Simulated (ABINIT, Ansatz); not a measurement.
**Li3SCl (model structure): optical spectrum from first principles**

Aim: the dielectric function of Li3SCl (model structure), and the optical constants that follow from it. The structure is a model built here, which may or may not match a known phase. It was built so: All Br replaced by Cl and O replaced by S in the Pm-3m structure of Li3BrO. The cell is first relaxed with Ansatz.

Calculated with ABINIT 10.8.3; DFT, PBE, plane waves with norm-conserving potentials (PseudoDojo), scalar-relativistic, independent-particle linear optical response without local fields.

Most raw output is cut from this account.

## Step 1: Starting point

Symmetry: Pm-3m, No. 221, cubic system. Conventional cell: a = 4.190 Å, b = 4.190 Å, c = 4.190 Å, α = 90.00°, β = 90.00°, γ = 90.00°. Nearest to Cl lie 12 Li at 2.96 Å. Nearest to S lie 6 Li at 2.10 Å. Li has 2 S at 2.10 Å and 4 Cl at 2.96 Å and 8 Li at 2.96 Å nearest. All Br replaced by Cl and O replaced by S in the Pm-3m structure of Li3BrO. Farther neighbours and most contacts between anions are not listed.

## Step 2: Relaxation

Spectra hang on bond lengths, so the cell is first brought to its minimum.

This step: DFT, PBE, plane-wave PAW, default files, scalar-relativistic, relaxation (Ansatz 0.2.0).

File input.yaml:

```yaml
crystal:
  lattice:
    - [4.19048842, 0.0, 0.0]
    - [0.0, 4.19048842, 0.0]
    - [0.0, 0.0, 4.19048842]
  atoms:
    - { symbol: Cl, position: [0.5, 0.5, 0.5] }
    - { symbol: S, position: [0.0, 0.0, 0.0] }
    - { symbol: Li, position: [0.0, 0.0, 0.5] }
    - { symbol: Li, position: [0.0, 0.5, 0.0] }
    - { symbol: Li, position: [0.5, 0.0, 0.0] }
kpoints:
  mp_grid: { grid: [5, 5, 5] }
scf:
  occupations: { method: fermi_dirac, width: 0.05 }
hamiltonian:
  xc: pbe
output:
  forces: true
  stress: true
relax:
  f_tol: 0.02
  max_steps: 50
  cell: {}
```

The run is started by

```sh
$ ansatz run input.yaml --threads 4 --pin off --max-ram 8192MiB --backend cpu --events-out ev --progress --plain --runs-dir out
```

The job ended after 3.2 s (4 threads of Arm Neoverse V1, shared host; peak memory 0.35 GiB).

Relaxation path:

```csv
step,energy less that of the first step (eV),largest force component (eV/Å),pressure (GPa),volume (Å³)
1,0.0000,0.0000,13.50,73.59
2,-0.5583,0.0000,5.85,83.17
3,-0.7571,0.0000,1.45,92.34
4,-0.7750,0.0000,0.25,95.80
5,-0.7756,0.0000,0.00,96.61
6*,-0.7782,0.0000,0.06,96.61
7,-0.7782,0.0000,0.00,96.80
8*,-0.7782,0.0000,0.00,96.80
```

Relaxation steps marked * repeat the geometry before them on a plane-wave basis chosen anew for their cell, so energy and pressure can jump there.

Forces are held to the 48 operations that the run works with; a distortion that breaks them can't arise in this run.

| conventional cell, symmetrised | before | after | change |
| --- | --- | --- | --- |
| a (Å) | 4.190 | 4.591 | +9.6 % |
| b (Å) | 4.190 | 4.591 | +9.6 % |
| c (Å) | 4.190 | 4.591 | +9.6 % |
| volume (Å³/atom) | 14.72 | 19.36 | +31.5 % |

The relaxation ends with a pressure of 0.00 GPa.

## Step 3: Ground state, bands and velocity matrix elements

First the ground state: is it a metal or has it a gap?

This step: DFT, PBE, plane waves with norm-conserving potentials (PseudoDojo), scalar-relativistic, ground state, bands at fixed density and velocity matrix elements (ABINIT 10.8.3).

File run.abi:

```
# ground state, bands on a dense mesh, and the derivatives d/dk of the wave functions
ndtset 3

ngkpt1 5 5 5
shiftk1 0.0 0.0 0.0
tolvrs1 1.0d-12
nband1 15
prtden1 1

iscf2 -2
getden2 1
ngkpt2 7 7 7
shiftk2 0.0 0.0 0.0
kptopt2 1
nband2 52
nbdbuf2 4
tolwfr2 1.0d-14

optdriver3 8
wfk_task3 "wfk_ddk"
prtevk3 1
getwfk3 2
getden3 1
iscf3 -2
ngkpt3 7 7 7
shiftk3 0.0 0.0 0.0
kptopt3 1
nband3 52

nshiftk 1
occopt 3
tsmear 0.001837
ecut 45.0
nstep 80
iomode 3
chksymbreak 0
chkprim 0
chksymtnons 0
acell 3*1.0 Angstrom
rprim
  4.591485198700 0.000000000000 0.000000000000
  0.000000000000 4.591485198700 0.000000000000
  0.000000000000 0.000000000000 4.591485198700
natom 5
ntypat 3
znucl 17 16 3
typat 1 2 3 3 3
xred
  0.500000000000 0.500000000000 0.500000000000
  0.000000000000 0.000000000000 0.000000000000
  0.000000000000 0.000000000000 0.500000000000
  0.000000000000 0.500000000000 1.000000000000
  0.500000000000 0.000000000000 1.000000000000
pseudos "Cl.upf, S.upf, Li.upf"
```

The run is started by

```sh
$ mpirun -n 4 abinit run.abi
```

Run time: 95 s. Hardware: 4 MPI ranks; peak memory 0.15 GiB.

Read-outs, printed or worked out from the files:

| Property | Result |
| --- | --- |
| total energy | -49.30 Ha |
| gap on the k-mesh | 4.108 eV |
| direct gap on the mesh | 4.327 eV |

There is a gap, 4.11 eV on this mesh (points off the mesh can give less), so no carriers' term is needed.

## Step 4: Optical response

With the density converged, the vertical transitions are summed over the zone.

This step: DFT, PBE, plane waves with norm-conserving potentials (PseudoDojo), scalar-relativistic, independent-particle linear optical response without local fields (ABINIT 10.8.3).

File optic.abi:

```
&FILES
 ddkfile_1 = 'runo_DS3_1_EVK.nc',
 ddkfile_2 = 'runo_DS3_2_EVK.nc',
 ddkfile_3 = 'runo_DS3_3_EVK.nc',
 wfkfile = 'runo_DS2_WFK.nc'
/
&PARAMETERS
 broadening = 0.001837,
 domega = 0.0020212,
 maxomega = 0.80849,
 scissor = 0.0,
 tolerance = 0.002,
 nband_sum = 48
/
&COMPUTATIONS
 num_lin_comp = 1,
 lin_comp = 11,
 num_nonlin_comp = 0,
 num_linel_comp = 0,
 num_nonlin2_comp = 0
/
```

The run is started by

```sh
$ optic optic.abi
```

Run time: 0.63 s. Hardware: 1 thread; peak memory 0.05 GiB.

Read-outs, printed or worked out from the files:

| Quantity | Value |
| --- | --- |
| electronic dielectric constant ε∞, mean over x, y and z (by symmetry where fewer were run) | 3.48 |

The Im ε, E ∥ x has structure finer than the step of the table below, so its rows give means over 1 eV, whole bins alone (the curve runs from 0.0550 to 21.9 eV). Peaks (eV: height): 5.2: 6.11, 5.6: 7.28, 6.7: 6.15, 7.0: 5.33, 7.2: 5.69, 7.9: 7.43, 8.4: 5.90.

Sum at mesh points, not converged in k; values under the direct gap are tails of Lorentzian lines. Table of Im ε, E ∥ x by photon energy; means over each step:

photon energy (eV), Im ε, E ∥ x and a bar:
```
        1       0.01 
        2       0.01 
        3       0.03 
        4       0.33 ##
        5       2.81 ################
        6       3.55 ####################
        7       4.39 #########################
        8       5.35 ##############################
        9       3.23 ##################
       10       3.42 ###################
       11       1.74 ##########
       12       1.51 ########
       13       0.92 #####
       14       0.85 #####
       15       0.67 ####
       16       0.48 ###
       17       0.62 ###
       18       0.66 ####
       19       0.45 ##
       20       0.22 #
       21       0.12 #
```

The reflectivity at normal incidence, E ∥ x has structure finer than the step of the table below, so its rows give means over 1 eV, whole bins alone (the curve runs from 0.0550 to 21.9 eV). Peaks (eV: height): 8.0: 35.4, 8.7: 37.7, 10.3: 46.0, 11.1: 57.3, 12.0: 34.7, 12.4: 37.6, 15.2: 33.1.

Sum at mesh points, not converged in k. The reflectivity at normal incidence, E ∥ x by photon energy; means over each step:

| photon energy (eV) | reflectivity at normal incidence, E ∥ x (%) |
| --- | --- |
| 1 | 9.34 |
| 2 | 10.0 |
| 3 | 11.5 |
| 4 | 15.2 |
| 5 | 21.4 |
| 6 | 19.0 |
| 7 | 22.3 |
| 8 | 28.2 |
| 9 | 27.7 |
| 10 | 27.2 |
| 11 | 38.2 |
| 12 | 25.4 |
| 13 | 25.1 |
| 14 | 19.3 |
| 15 | 18.9 |
| 16 | 10.8 |
| 17 | 8.13 |
| 18 | 10.9 |
| 19 | 17.5 |
| 20 | 14.8 |
| 21 | 6.74 |

The loss function −Im 1/ε at q → 0, E ∥ x has structure finer than the step of the table below, so its rows give means over 0.5 eV, whole bins alone (the curve runs from 0.0550 to 21.9 eV). Peaks (eV: height): 14.68: 2.20, 15.29: 2.74, 15.56: 2.50, 17.98: 1.77, 19.19: 3.43, 19.85: 3.98, 20.40: 2.03.

Sum at mesh points, not converged in k; values under the direct gap are tails of Lorentzian lines. Loss function −Im 1/ε at q → 0, E ∥ x against energy loss; means over each step:

energy loss (eV), loss function −Im 1/ε at q → 0, E ∥ x and a bar:
```
      0.5       0.00 
      1.0       0.00 
      1.5       0.00 
      2.0       0.00 
      2.5       0.00 
      3.0       0.00 
      3.5       0.00 
      4.0       0.01 
      4.5       0.03 
      5.0       0.06 #
      5.5       0.11 #
      6.0       0.20 ##
      6.5       0.09 #
      7.0       0.14 #
      7.5       0.16 ##
      8.0       0.16 ##
      8.5       0.21 ##
      9.0       0.32 ###
      9.5       0.38 ####
     10.0       0.27 ###
     10.5       0.29 ###
     11.0       0.36 ####
     11.5       0.79 ########
     12.0       0.55 ######
     12.5       0.73 ########
     13.0       0.98 ##########
     13.5       1.17 ############
     14.0       1.14 ############
     14.5       1.50 ###############
     15.0       1.17 ############
     15.5       2.08 #####################
     16.0       1.53 ################
     16.5       1.28 #############
     17.0       1.15 ############
     17.5       1.23 #############
     18.0       1.36 ##############
     18.5       1.51 ################
     19.0       2.48 #########################
     19.5       2.49 ##########################
     20.0       2.92 ##############################
     20.5       1.49 ###############
     21.0       0.87 #########
     21.5       0.69 #######
```

From ε follow the optical constants at some laser and lamp lines:

| wavelength (nm) | n | k | R (%) | 1/α |
| --- | --- | --- | --- | --- |
| 1550 | 1.87 | 0.001 | 9.2 | 112 µm |
| 1064 | 1.88 | 0.002 | 9.4 | 51 µm |
| 800 | 1.90 | 0.002 | 9.6 | 27 µm |
| 633 | 1.92 | 0.003 | 10.0 | 16 µm |
| 405 | 2.03 | 0.007 | 11.5 | 4.5 µm |
| 248 | 2.50 | 0.527 | 20.2 | 37 nm |
| 193 | 2.15 | 0.393 | 14.7 | 39 nm |

Below the direct gap, k and the depth come from the tails of the Lorentzian lines, not from transitions.

Rows near the edge hang on the gap, which this functional as a rule makes too small, and phonon-assisted absorption is left out.

## Step 5: Results

```json
{"electronic dielectric constant ε∞, mean over x, y and z (by symmetry where fewer were run) (independent particles)": "3.48"}
```

In words: At this level (PBE, independent particles) Li3SCl has ε∞ = 3.48 and n = 1.87 at 1550 nm. The cell grew by 31.5 % in volume. On the mesh the gap is 4.11 eV and the least direct gap 4.33 eV, so on this mesh the band edges lie at different points. Excitons and phonon-assisted transitions are missing, and so are local fields; PBE gaps are as a rule too small, which pulls the onset down and ε∞ up. The cell grew by 32 % in the relaxation, which can come from the guessed start or, where layers or molecules are weakly bound, from the missing dispersion term; a larger cell lowers ε. The sum runs over mesh points 0.20 Å⁻¹ apart with no interpolation, so peaks are partly noise of the mesh and static values carry its error. Besides steps told in other documents, this task had 1 run with a known fault of program or setting; those not told in a step above aren't shown.

[Logs are printed without paths, hosts, clocks, repeated set-up lines and the standing remarks that a program may print on its own settings, such as how far it seeks lower states.]

[Hosts, paths, dates, database ids (printed as entryN), source tags and the programs' standing remarks are cut or masked in the printed files.]
